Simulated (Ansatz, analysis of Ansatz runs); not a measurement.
**A hop of H in Be3N2 (P6_3/mmc), charge +1**

Aim: the barrier of one jump in Be3N2 (P6_3/mmc) at charge +1: H transfer from N to N. The model is a cell of 120 host atoms with 1 H put in; H is the atom that moves.

Main program and level: Ansatz 0.2.0; plane-wave PAW DFT, HSE06; nudged elastic band between two relaxed defect structures at fixed charge in a uniform background.

**1. The starting structure**

The cell holds 121 atoms: 72 Be, 48 N and 1 H. Cell: a = 9.829 Å, b = 9.829 Å, c = 9.710 Å, α = 90.0°, β = 90.0°, γ = 120.0°. It derives from Be3N2 (space group P6_3/mmc). Nearest the centre at fractional (0.583, 0.417, 0.500): H121 at 0.39 Å, Be95 at 1.12 Å, Be70 at 1.12 Å, N112 at 1.42 Å, N83 at 1.42 Å, Be6 at 2.30 Å, Be101 at 2.30 Å, Be102 at 2.30 Å. The cell carries charge +1.

The cell's shortest repeat is 9.7 Å.

**2. Relaxation of the start point, charge +1**

The ends come first: from an unrelaxed start the top is counted from too high an energy, and the barrier comes out too low. Small random displacements break the symmetry of the ideal sites, so that the defect can distort if it gains by it. The charge of +1 is set by the electron count, and a uniform background keeps the cell neutral.

Contents of qp1.start/input.yaml:

```yaml
crystal:
  lattice:
    - [8.51188346, 4.91433821, 0.0]
    - [-8.51188346, 4.91433821, 0.0]
    - [0.0, 0.0, 9.71005628]
  atoms:
    - { symbol: Be, position: [0.0, 0.33333333, 0.07824695] }
    - { symbol: Be, position: [0.16666667, 0.16666667, 0.07824695] }
    - { symbol: Be, position: [0.33333333, 0.0, 0.07824695] }
    - { symbol: Be, position: [0.0, 0.16666667, 0.57824695] }
    - { symbol: Be, position: [0.16666667, 0.0, 0.57824695] }
    - { symbol: Be, position: [0.33333333, 0.33333333, 0.57824695] }
    - { symbol: Be, position: [0.0, 0.16666667, 0.92175305] }
    - { symbol: Be, position: [0.16666667, 0.0, 0.92175305] }
    - { symbol: Be, position: [0.33333333, 0.33333333, 0.92175305] }
    - { symbol: Be, position: [0.0, 0.33333333, 0.42175305] }
    - { symbol: Be, position: [0.16666667, 0.16666667, 0.42175305] }
    - { symbol: Be, position: [0.33333333, 0.0, 0.42175305] }
    - { symbol: Be, position: [0.0, 0.0, 0.25] }
    - { symbol: Be, position: [0.16666667, 0.33333333, 0.25] }
    - { symbol: Be, position: [0.33333333, 0.16666667, 0.25] }
    - { symbol: Be, position: [0.0, 0.0, 0.75] }
    - { symbol: Be, position: [0.16666667, 0.33333333, 0.75] }
    - { symbol: Be, position: [0.33333333, 0.16666667, 0.75] }
    - { symbol: "N", position: [0.0, 0.0, 0.0] }
    - { symbol: "N", position: [0.16666667, 0.33333333, 0.0] }
    - { symbol: "N", position: [0.33333333, 0.16666667, 0.0] }
    - { symbol: "N", position: [0.0, 0.0, 0.5] }
    - { symbol: "N", position: [0.16666667, 0.33333333, 0.5] }
    - { symbol: "N", position: [0.33333333, 0.16666667, 0.5] }
    - { symbol: "N", position: [0.0, 0.33333333, 0.25] }
    - { symbol: "N", position: [0.16666667, 0.16666667, 0.25] }
    - { symbol: "N", position: [0.33333333, 0.0, 0.25] }
    - { symbol: "N", position: [0.0, 0.16666667, 0.75] }
    - { symbol: "N", position: [0.16666667, 0.0, 0.75] }
    - { symbol: "N", position: [0.33333333, 0.33333333, 0.75] }
    - { symbol: Be, position: [0.0, 0.83333333, 0.07824695] }
    - { symbol: Be, position: [0.16666667, 0.66666667, 0.07824695] }
    - { symbol: Be, position: [0.33333333, 0.5, 0.07824695] }
    - { symbol: Be, position: [0.0, 0.66666667, 0.57824695] }
    - { symbol: Be, position: [0.16666667, 0.5, 0.57824695] }
    - { symbol: Be, position: [0.33333333, 0.83333333, 0.57824695] }
    - { symbol: Be, position: [0.0, 0.66666667, 0.92175305] }
    - { symbol: Be, position: [0.16666667, 0.5, 0.92175305] }
    - { symbol: Be, position: [0.33333333, 0.83333333, 0.92175305] }
    - { symbol: Be, position: [0.0, 0.83333333, 0.42175305] }
    - { symbol: Be, position: [0.16666667, 0.66666667, 0.42175305] }
    - { symbol: Be, position: [0.33333333, 0.5, 0.42175305] }
    - { symbol: Be, position: [0.0, 0.5, 0.25] }
    - { symbol: Be, position: [0.16666667, 0.83333333, 0.25] }
    - { symbol: Be, position: [0.33333333, 0.66666667, 0.25] }
    - { symbol: Be, position: [0.0, 0.5, 0.75] }
    - { symbol: Be, position: [0.16666667, 0.83333333, 0.75] }
    - { symbol: Be, position: [0.33333333, 0.66666667, 0.75] }
    - { symbol: "N", position: [0.0, 0.5, 0.0] }
    - { symbol: "N", position: [0.16666667, 0.83333333, 0.0] }
    - { symbol: "N", position: [0.33333333, 0.66666667, 0.0] }
    - { symbol: "N", position: [0.0, 0.5, 0.5] }
    - { symbol: "N", position: [0.16666667, 0.83333333, 0.5] }
    - { symbol: "N", position: [0.33333333, 0.66666667, 0.5] }
    - { symbol: "N", position: [0.0, 0.83333333, 0.25] }
    - { symbol: "N", position: [0.16666667, 0.66666667, 0.25] }
    - { symbol: "N", position: [0.33333333, 0.5, 0.25] }
    - { symbol: "N", position: [0.0, 0.66666667, 0.75] }
    - { symbol: "N", position: [0.16666667, 0.5, 0.75] }
    - { symbol: "N", position: [0.33333333, 0.83333333, 0.75] }
    - { symbol: Be, position: [0.5, 0.33333333, 0.07824695] }
    - { symbol: Be, position: [0.66666667, 0.16666667, 0.07824695] }
    - { symbol: Be, position: [0.83333333, 0.0, 0.07824695] }
    - { symbol: Be, position: [0.5, 0.16666667, 0.57824695] }
    - { symbol: Be, position: [0.66666667, 0.0, 0.57824695] }
    - { symbol: Be, position: [0.83333333, 0.33333333, 0.57824695] }
    - { symbol: Be, position: [0.5, 0.16666667, 0.92175305] }
    - { symbol: Be, position: [0.66666667, 0.0, 0.92175305] }
    - { symbol: Be, position: [0.83333333, 0.33333333, 0.92175305] }
    - { symbol: Be, position: [0.5, 0.33333333, 0.42175305] }
    - { symbol: Be, position: [0.66666667, 0.16666667, 0.42175305] }
    - { symbol: Be, position: [0.83333333, 0.0, 0.42175305] }
    - { symbol: Be, position: [0.5, 0.0, 0.25] }
    - { symbol: Be, position: [0.66666667, 0.33333333, 0.25] }
    - { symbol: Be, position: [0.83333333, 0.16666667, 0.25] }
    - { symbol: Be, position: [0.5, 0.0, 0.75] }
    - { symbol: Be, position: [0.66666667, 0.33333333, 0.75] }
    - { symbol: Be, position: [0.83333333, 0.16666667, 0.75] }
    - { symbol: "N", position: [0.5, 0.0, 0.0] }
    - { symbol: "N", position: [0.66666667, 0.33333333, 0.0] }
    - { symbol: "N", position: [0.83333333, 0.16666667, 0.0] }
    - { symbol: "N", position: [0.5, 0.0, 0.5] }
    - { symbol: "N", position: [0.66666667, 0.33333333, 0.5] }
    - { symbol: "N", position: [0.83333333, 0.16666667, 0.5] }
    - { symbol: "N", position: [0.5, 0.33333333, 0.25] }
    - { symbol: "N", position: [0.66666667, 0.16666667, 0.25] }
    - { symbol: "N", position: [0.83333333, 0.0, 0.25] }
    - { symbol: "N", position: [0.5, 0.16666667, 0.75] }
    - { symbol: "N", position: [0.66666667, 0.0, 0.75] }
    - { symbol: "N", position: [0.83333333, 0.33333333, 0.75] }
    - { symbol: Be, position: [0.5, 0.83333333, 0.07824695] }
    - { symbol: Be, position: [0.66666667, 0.66666667, 0.07824695] }
    - { symbol: Be, position: [0.83333333, 0.5, 0.07824695] }
    - { symbol: Be, position: [0.5, 0.66666667, 0.57824695] }
    - { symbol: Be, position: [0.66666667, 0.5, 0.57824695] }
    - { symbol: Be, position: [0.83333333, 0.83333333, 0.57824695] }
    - { symbol: Be, position: [0.5, 0.66666667, 0.92175305] }
    - { symbol: Be, position: [0.66666667, 0.5, 0.92175305] }
    - { symbol: Be, position: [0.83333333, 0.83333333, 0.92175305] }
    - { symbol: Be, position: [0.5, 0.83333333, 0.42175305] }
    - { symbol: Be, position: [0.66666667, 0.66666667, 0.42175305] }
    - { symbol: Be, position: [0.83333333, 0.5, 0.42175305] }
    - { symbol: Be, position: [0.5, 0.5, 0.25] }
    - { symbol: Be, position: [0.66666667, 0.83333333, 0.25] }
    - { symbol: Be, position: [0.83333333, 0.66666667, 0.25] }
    - { symbol: Be, position: [0.5, 0.5, 0.75] }
    - { symbol: Be, position: [0.66666667, 0.83333333, 0.75] }
    - { symbol: Be, position: [0.83333333, 0.66666667, 0.75] }
    - { symbol: "N", position: [0.5, 0.5, 0.0] }
    - { symbol: "N", position: [0.66666667, 0.83333333, 0.0] }
    - { symbol: "N", position: [0.83333333, 0.66666667, 0.0] }
    - { symbol: "N", position: [0.5, 0.5, 0.5] }
    - { symbol: "N", position: [0.66666667, 0.83333333, 0.5] }
    - { symbol: "N", position: [0.83333333, 0.66666667, 0.5] }
    - { symbol: "N", position: [0.5, 0.83333333, 0.25] }
    - { symbol: "N", position: [0.66666667, 0.66666667, 0.25] }
    - { symbol: "N", position: [0.83333333, 0.5, 0.25] }
    - { symbol: "N", position: [0.5, 0.66666667, 0.75] }
    - { symbol: "N", position: [0.66666667, 0.5, 0.75] }
    - { symbol: "N", position: [0.83333333, 0.83333333, 0.75] }
    - { symbol: H, position: [0.56041, 0.43959, 0.5] }
total_charge: 1
basis:
  ecutwfc: 420
  xc_grid: 2
hamiltonian:
  xc: hse06
kpoints:
  mp_grid: { grid: [1, 1, 1], shift: [0.25, 0.25, 0.25] }
scf:
  occupations: { method: fixed }
  max_iter: 100
output:
  forces: true
relax:
  f_tol: 0.02
  max_steps: 70
  random_displacement: { amplitude: 0.03, seed: 5885 }
```

On the command line:

```
$ ansatz run input.yaml --threads 32 --pin off --max-ram 84787MiB --backend cuda --events-out ev --progress --plain --runs-dir out --max-vram 78GiB
```

Log:

```text
Warning: kpoints.mp_grid.shift: disabling space-group detection — at a shift other than 0 and half a step a hybrid functional's run that is held to the crystal's symmetry can end above its lowest stat [...]
[...]
exact exchange: scf.exx.singularity resolves to wigner_seitz, which cuts the screened interaction at the faces of the exchange supercell's Wigner-Seitz cell, so that each pair interacts once, at the s [...]
Engine: ansatz 0.2.0, aarch64-unknown-linux-gnu
[...]
Pseudopotential: Be, paw, valence charge 2, recommended cutoff 420 eV (normal), Be.paw.azcp
Pseudopotential: N, paw, valence charge 5, recommended cutoff 420 eV (normal), N.paw.azcp
Pseudopotential: H, paw, valence charge 1, recommended cutoff 420 eV (normal), H.paw.azcp
Functional definition: HSE06
[...]
Crystal: 121 atoms, lattice volume = 812.349 Å³
Basis set: ecut = 420 eV, 15933 PW (Γ), exchange–correlation on 144×144×144 points (8 copies of the dense FFT grid, shifted against one another)
Bands: 313, of which v1, the nominal top of the filled ones, is band 192 counted from 1 (191 counted from 0)
[...]
k-points: 1
[...]
SCF 1 converged in 10 iterations: F = -25253.245082 eV  dr2 = 4.30e-8
[...]
hybrid outer 1: dexx = +9.057e-1 eV, tail = 4.85e-4 eV
[...]
hybrid outer 1: dexx = +3.704e-10 eV, tail = 1.06e-8 eV
[...]
```

Elapsed: 37 s, on 1 × NVIDIA GB200 with 32 threads of Arm Neoverse V2, shared host; peak memory 2.4 GiB.

The steps of the relaxation:

| step | energy less that of the first step (eV) | largest force component (eV/Å) |
| --- | --- | --- |
| 1 | 0.0000 | 5.8465 |
| 2 | -2.5301 | 3.1784 |
| 3 | -3.8286 | 2.5850 |
| 4 | -4.2264 | 0.5165 |
| 5 | -4.3626 | 0.4101 |
| 6 | -4.4867 | 0.4155 |
| 7 | -4.5801 | 1.2054 |
| 8 | -4.8019 | 0.6695 |
| 9 | -4.9341 | 0.2883 |
| 10 | -4.9825 | 0.2114 |
| 11 | -4.9887 | 0.0746 |
| 12 | -4.9889 | 0.0055 |
| 13 | -4.9889 | 0.0055 |

The atoms that moved most (Å, from the sites as typed, ahead of the random displacement, the mean shift of all atoms taken out):

| atom | dx | dy | dz | length |
| --- | --- | --- | --- | --- |
| H121 | -1.018 | 0.000 | 0.928 | 1.377 |
| Be106 | 0.008 | -0.001 | 0.313 | 0.313 |
| Be95 | 0.190 | 0.104 | 0.016 | 0.217 |
| Be6 | 0.008 | -0.207 | 0.015 | 0.208 |
| Be94 | -0.171 | 0.103 | 0.015 | 0.200 |
| N109 | 0.009 | 0.000 | -0.103 | 0.103 |
| N112 | 0.008 | -0.001 | -0.096 | 0.096 |
| Be98 | 0.064 | 0.031 | 0.004 | 0.071 |

Neighbours of H121 at the end:

| atom | distance (Å) |
| --- | --- |
| N112 | 1.024 |
| Be106 | 1.812 |
| Be95 | 1.851 |
| Be6 | 1.852 |
| Be94 | 1.853 |
| N119 | 2.215 |
| N30 | 2.218 |
| N118 | 2.218 |

Numbers from this step:

* free energy: -25269.0801 eV
* r.m.s. move of the farther half of the atoms: 0.02232 Å
* largest move from the ideal geometry of this structure, a common shift of the far atoms taken out: 1.390 Å

The relaxation gained 4.989 eV and ended with a largest force component of 0.0055 eV/Å.

(Continued in part 2 of 4.)

[Logs are printed without paths, hosts, clocks, repeated set-up lines and the standing remarks that a program may print on its own settings, such as how far it seeks lower states.]

[Hosts, paths, dates, database ids (printed as entryN), source tags and the programs' standing remarks are cut or masked in the printed files.]
